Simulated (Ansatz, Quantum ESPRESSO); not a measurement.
## TlSi3 (Pm-3m): zone-centre phonons

Which modes does TlSi3 (Pm-3m) have at the zone centre?

Method: DFT LDA, scalar-relativistic, plane waves, PseudoDojo norm-conserving pseudopotentials, in Quantum ESPRESSO 7.5.

Most raw output is cut from this account.

The structure was built from a prototype and need not be the compound's stable phase.

## 1. The structure

The structure is cubic, space group Pm-3m (No. 221). The conventional cell has a = 4.142 Å, b = 4.142 Å, c = 4.142 Å, α = 90.00°, β = 90.00°, γ = 90.00°. Tl has 12 Si at 2.93 Å nearest. Nearest to Si lie 4 Tl at 2.93 Å and 8 Si at 2.93 Å. Farther neighbours are not listed.

## 2. A probe with smearing

Before anything dear is run, a loose run with smearing shows whether this is a metal and how far the cell is from rest.

Input file probe.in:

```
 &control
    calculation='scf',
    prefix='x',
    outdir='./tmp',
    pseudo_dir='./pseudo',
    tprnfor=.true.,
    tstress=.true.,
    verbosity='high',
 /
 &system
    ibrav=1,
    celldm(1)=7.82648068,
    nat=4,
    ntyp=2,
    ecutwfc=62.0,
    occupations='smearing',
    smearing='gaussian',
    degauss=0.01,
 /
 &electrons
    conv_thr=1.0d-07,
    mixing_beta=0.7,
    electron_maxstep=100,
 /
ATOMIC_SPECIES
 Tl    204.3800  Tl.upf
 Si     28.0850  Si.upf
ATOMIC_POSITIONS crystal
 Tl     0.000000000   0.000000000   0.000000000
 Si     0.000000000   0.500000000   0.500000000
 Si     0.500000000   0.000000000   0.500000000
 Si     0.500000000   0.500000000   0.000000000
K_POINTS automatic
 4 4 4 0 0 0
```

Command:

```sh
> OMP_NUM_THREADS=1 mpirun -n 4 pw.x -nk 4 -in probe.in > probe.out
```

The job ended after 3.9 s (4 MPI ranks of Intel Xeon 6975P-C (Granite Rapids), shared host; 15 s of CPU time).

Numbers from this step:

```
volume per atom   : 17.76 Å³
pressure          : 2.208 GPa
gap on the k-mesh : 0 eV
```

No gap opens on this mesh, so smearing is kept; the start stands at 2.2 GPa.

## 3. Relaxing the cell and atoms

The relaxation runs at a cutoff a fifth above that of the response, since stress converges more slowly with the basis than frequencies do. Forces and stress are brought to rest with tight thresholds.

Input file relax.in:

```
 &control
    calculation='vc-relax',
    prefix='x',
    outdir='./tmp',
    pseudo_dir='./pseudo',
    tprnfor=.true.,
    tstress=.true.,
    forc_conv_thr=2.0d-05,
    etot_conv_thr=1.0d-07,
    nstep=40,
 /
 &system
    ibrav=1,
    celldm(1)=7.82648068,
    nat=4,
    ntyp=2,
    ecutwfc=74,
    occupations='smearing',
    smearing='mv',
    degauss=0.02,
 /
 &electrons
    conv_thr=1.0d-11,
    mixing_beta=0.7,
    electron_maxstep=100,
 /
 &ions
 /
 &cell
    press_conv_thr=0.2,
 /
ATOMIC_SPECIES
 Tl    204.3800  Tl.upf
 Si     28.0850  Si.upf
ATOMIC_POSITIONS crystal
 Tl     0.000000000   0.000000000   0.000000000
 Si     0.000000000   0.500000000   0.500000000
 Si     0.500000000   0.000000000   0.500000000
 Si     0.500000000   0.500000000   0.000000000
K_POINTS automatic
 8 8 8 0 0 0
```

Command:

```sh
> OMP_NUM_THREADS=1 mpirun -n 4 pw.x -nk 4 -in relax.in > relax.out
```

It took 84 s on 4 MPI ranks.

The steps of the relaxation:

```
step  energy less that of the first step (eV)  largest force (eV/Å)  pressure (GPa)  volume (Å³)
   1                                   0.0000                0.0000            1.93        71.04
   2                                  -0.0067                0.0000            1.13        71.74
   3                                  -0.0101                0.0000            0.30        72.52
   4                                  -0.0103                0.0000            0.01        72.80
   5                                  -0.0103                0.0000            0.00        72.80
   6                                  -0.0104                0.0000            0.00        72.80
```

```
conventional cell, symmetrised  before  after  change
                         a (Å)   4.142  4.176  +0.8 %
                         b (Å)   4.142  4.176  +0.8 %
                         c (Å)   4.142  4.176  +0.8 %
              volume (Å³/atom)   17.76  18.20  +2.5 %
```

The relaxed structure:

```cif
data_structure
_symmetry_space_group_name_H-M 'P 1'
_symmetry_Int_Tables_number 1
_cell_length_a 4.1756
_cell_length_b 4.1756
_cell_length_c 4.1756
_cell_angle_alpha 90.000
_cell_angle_beta 90.000
_cell_angle_gamma 90.000
_cell_volume 72.80
loop_
_atom_site_label
_atom_site_type_symbol
_atom_site_fract_x
_atom_site_fract_y
_atom_site_fract_z
_atom_site_occupancy
Tl1 Tl 0.00000 0.00000 0.00000 1
Si2 Si 0.00000 0.50000 0.50000 1
Si3 Si 0.50000 0.00000 0.50000 1
Si4 Si 0.50000 0.50000 0.00000 1
```

The last row of the table of steps is pw.x's closing run on a basis chosen anew for the final cell, so its energy can jump.

This step gave:

```yaml
volume_per_atom: 18.20 Å³
pressure: 0 GPa
```

The volume changes by +2.5 % from the cell with which this run began.

## 4. Self-consistent run for the response

Perturbation theory inherits every error of the wavefunctions, so the threshold is set near the limit of the arithmetic. Smearing stays on, as the first look found no gap above 0.3 eV.

Input file scf.in:

```
 &control
    calculation='scf',
    prefix='x',
    outdir='./tmp',
    pseudo_dir='./pseudo',
    tprnfor=.true.,
    tstress=.true.,
 /
 &system
    ibrav=1,
    celldm(1)=7.89072829,
    nat=4,
    ntyp=2,
    ecutwfc=62.0,
    occupations='smearing',
    smearing='mv',
    degauss=0.02,
 /
 &electrons
    conv_thr=1.0d-12,
    mixing_beta=0.7,
    electron_maxstep=100,
 /
ATOMIC_SPECIES
 Tl    204.3800  Tl.upf
 Si     28.0850  Si.upf
ATOMIC_POSITIONS crystal
 Tl     0.000000000   0.000000000   0.000000000
 Si     0.000000000   0.500000000   0.500000000
 Si     0.500000000   0.000000000   0.500000000
 Si     0.500000000   0.500000000   0.000000000
K_POINTS automatic
 8 8 8 0 0 0
```

Command:

```sh
> OMP_NUM_THREADS=1 mpirun -n 4 pw.x -nk 4 -in scf.in > scf.out
```

Elapsed: 13 s, on 4 MPI ranks; 51 s of CPU time.

This step gave:

- pressure: -0.01 GPa

The cell stands at -0.01 GPa, close enough for phonons.

## 5. Zone-centre response

At q = 0 one unit cell holds all displacements; symmetry groups them into irreducible representations that are solved one by one. With smeared occupations no response to a homogeneous field can be asked.

Input file ph.in:

```
phonons
 &inputph
    prefix='x',
    outdir='./tmp',
    fildyn='g.dyn',
    tr2_ph=1.0d-18,
    alpha_mix(1)=0.4,
    nmix_ph=8,
 /
0.000000000000 0.000000000000 0.000000000000
```

Command:

```sh
> OMP_NUM_THREADS=1 mpirun -n 4 ph.x -nk 4 -in ph.in > ph.out
```

Wall time 4.5 min (4 MPI ranks); 18 min of CPU time.

This step gave:

```
largest acoustic frequency at the zone centre before the sum rule : 0.88 cm⁻¹
highest optical zone-centre mode (no LO-TO term)                  : 184.1 cm⁻¹
lowest optical zone-centre mode                                   : -179.1 cm⁻¹
```

The acoustic modes at Γ come out as far as 0.9 cm⁻¹ from zero, where they should vanish, a small numerical error. The lowest optical mode is imaginary, 179i cm⁻¹, an instability at this level and on this k mesh.

## 6. Zone-centre analysis

A rigid shift of the crystal must cost nothing, but grids and finite bases break this; the acoustic sum rule is imposed before the matrix is diagonalised again.

Input file dynmat.in:

```
 &input
    fildyn='g.dyn',
    asr='simple',
    fileig='dynmat.eig',
 /
```

Command:

```sh
> dynmat.x -in dynmat.in > dynmat.out
```

It took 0.58 s on 1 thread.

Unit eigenvectors of the mass-weighted matrix after the sum rule; no LO-TO term. Modes at Γ, with each element's share of the kinetic energy (negative means imaginary):

```
mode  frequency (cm⁻¹)  Tl %  Si %
   1            -179.0     6    94
   2            -179.0     6    94
   3            -179.0     6    94
   4             -98.2     0   100
   5             -98.2     0   100
   6             -98.2     0   100
   7               0.0    71    29
   8               0.0    71    29
   9               0.0    71    29
  10             184.1    23    77
  11             184.1    23    77
  12             184.1    23    77
```

Displacements in mode 3 (-179.0 cm⁻¹), the largest set to 1:
```
Tl1  0.00  0.00 -0.10
Si2  0.00  0.00 -0.14
Si3  0.00  0.00 -0.14
Si4  0.00  0.00  1.00
```

Displacements in mode 12 (184.1 cm⁻¹), the largest set to 1:
```
Tl1  0.00  0.00 -0.29
Si2  0.00  0.00  1.00
Si3  0.00  0.00  1.00
Si4  0.00  0.00  0.08
```

The rule moves no optical mode by more than 0.1 cm⁻¹.

## 7. Sum rules set otherwise: a sum rule for molecules or wires on a crystal

This rule also removes rotations, which suits molecules and not a crystal; it is tried to see the harm.

Input file dynmat.in:

```
 &input
    fildyn='g.dyn',
    asr='zero-dim',
    fileig='dynmat.eig',
 /
```

Command:

```sh
> dynmat.x -in dynmat.in > dynmat.out
```

Wall time 0.57 s (1 thread).

The program raised no error, yet the settings are not those of a careful run.

The fault: a sum rule for molecules or wires on a crystal; 3 optical modes are projected out to zero frequency, as if they were rotations.

For a crystal the rule has to be 'simple' or 'crystal'.

Zone-centre frequencies as printed; negative means imaginary. Modes:

```
mode  frequency (cm⁻¹)
   1            -179.1
   2            -136.5
   3            -136.5
   4                 0
   5                 0
   6                 0
   7                 0
   8                 0
   9                 0
  10             184.1
  11             202.3
  12             202.3
```

## 8. Sum rules set otherwise (asr no)

Without the rule the raw error of the acoustic modes shows.

Input file dynmat.in:

```
 &input
    fildyn='g.dyn',
    asr='no',
    fileig='dynmat.eig',
 /
```

Command:

```sh
> dynmat.x -in dynmat.in > dynmat.out
```

Elapsed: 0.57 s, on 1 thread.

Zone-centre frequencies as printed; negative means imaginary. Modes:

```
mode  frequency (cm⁻¹)
   1            -179.1
   2            -179.1
   3            -179.1
   4            -98.14
   5            -98.14
   6            -98.14
   7              0.88
   8              0.88
   9              0.88
  10             184.1
  11             184.1
  12             184.1
```

Against the first rule no mode moves by more than 0.9 cm⁻¹.

## 9. Cross-check with Ansatz

The same cell goes through another code at the same cutoff. The files are of one family, but Ansatz's library holds files of its own making for some heavy elements, so those for Tl may differ. Its k mesh is centred on Γ.

This step: DFT LDA, scalar-relativistic, plane waves, norm-conserving pseudopotentials of its library (PseudoDojo's, some remade) (Ansatz 0.2.0).

Input file input.yaml:

```yaml
crystal:
  lattice:
    - [4.1755935891, 0.0, 0.0]
    - [0.0, 4.1755935891, 0.0]
    - [0.0, 0.0, 4.1755935891]
  atoms:
    - { symbol: Tl, position: [0.0, 0.0, 0.0] }
    - { symbol: Si, position: [0.0, 0.5, 0.5] }
    - { symbol: Si, position: [0.5, 0.0, 0.5] }
    - { symbol: Si, position: [0.5, 0.5, 0.0] }
kpoints:
  mp_grid: { grid: [8, 8, 8] }
hamiltonian:
  xc: lda
  pseudopotentials: { kind: nc, accuracy: standard }
scf:
  occupations: { method: cold, width: 0.27211 }
output:
  eigenvalues: true
basis:
  ecutwfc: 843.553
phonons:
  method: dfpt
```

Command:

```sh
> ansatz run input.yaml --threads 4 --pin off --max-ram 8192MiB --backend cpu --events-out ev --progress --plain --runs-dir out
```

It took 21 s on 4 threads; peak memory 1.7 GiB; 78 s of CPU time.

This step gave:

| Item | Value |
| --- | --- |
| sum-rule residual before enforcement | 7.22e-5 eV/Å² |

## 10. Side by side: QE PseudoDojo and Ansatz, library NC

Numbers from this step:

```
root-mean-square difference : 0.01 cm⁻¹
largest difference          : 0.01 cm⁻¹
```

Frequencies side by side, by row:

```
q (reciprocal lattice)  mode  QE PseudoDojo (cm⁻¹)  Ansatz, library NC (cm⁻¹)
                 0 0 0     1                -179.1                     -179.1
                 0 0 0     2                -179.1                     -179.1
                 0 0 0     3                -179.1                     -179.1
                 0 0 0     4                -98.15                     -98.14
                 0 0 0     5                -98.15                     -98.14
                 0 0 0     6                -98.15                     -98.14
                 0 0 0     7                     0                          0
                 0 0 0     8                     0                          0
                 0 0 0     9                     0                          0
                 0 0 0    10                 184.1                      184.1
                 0 0 0    11                 184.1                      184.1
                 0 0 0    12                 184.1                      184.1
```

At the zone centre the largest difference (acoustic modes at Γ apart) is 0.005 % of the highest mode.

## 11. Summary of results

```
space group after relaxation                                           : Pm-3m
volume per atom                                                        : 18.2 Å³
highest optical zone-centre mode (no LO-TO term)                       : 184.1 cm⁻¹
lowest optical zone-centre mode                                        : -179.1 cm⁻¹
imaginary optical modes at the zone centre (no q mesh in this session) : yes
largest difference from Ansatz, library NC                             : 0.01 cm⁻¹
```

At the LDA level the optical modes of TlSi3 (Pm-3m) at the zone centre run from 179i to 184 cm⁻¹, so the structure is a saddle point, with 6 modes beyond 10i cm⁻¹ there. Of the 9 optical modes, 6 are infrared active alone and 3 are silent. QE PseudoDojo and Ansatz, library NC agree to 0.01 cm⁻¹ (0.005 % of the highest mode compared) on all solved modes but the acoustic ones at Γ, without the LO-TO term. These are harmonic frequencies at zero temperature: anharmonic shifts and linewidths and thermal expansion are left out. Spin-orbit coupling is left out, which can matter for the heavy elements here. In a metal the frequencies hang on the k mesh and the smearing, most of all near Kohn anomalies. The runs are without spin polarisation, although the cell has an odd electron count or an open d or f shell, so a magnetic state was not tested. The structure is a hypothetical one, built on a prototype.

[Host names and launcher messages were left out of these logs when they were recorded.]

[Logs are printed without paths, hosts, clocks, repeated set-up lines and the standing remarks that a program may print on its own settings, such as how far it seeks lower states.]

[Hosts, paths, dates, database ids (printed as entryN), source tags and the programs' standing remarks are cut or masked in the printed files.]
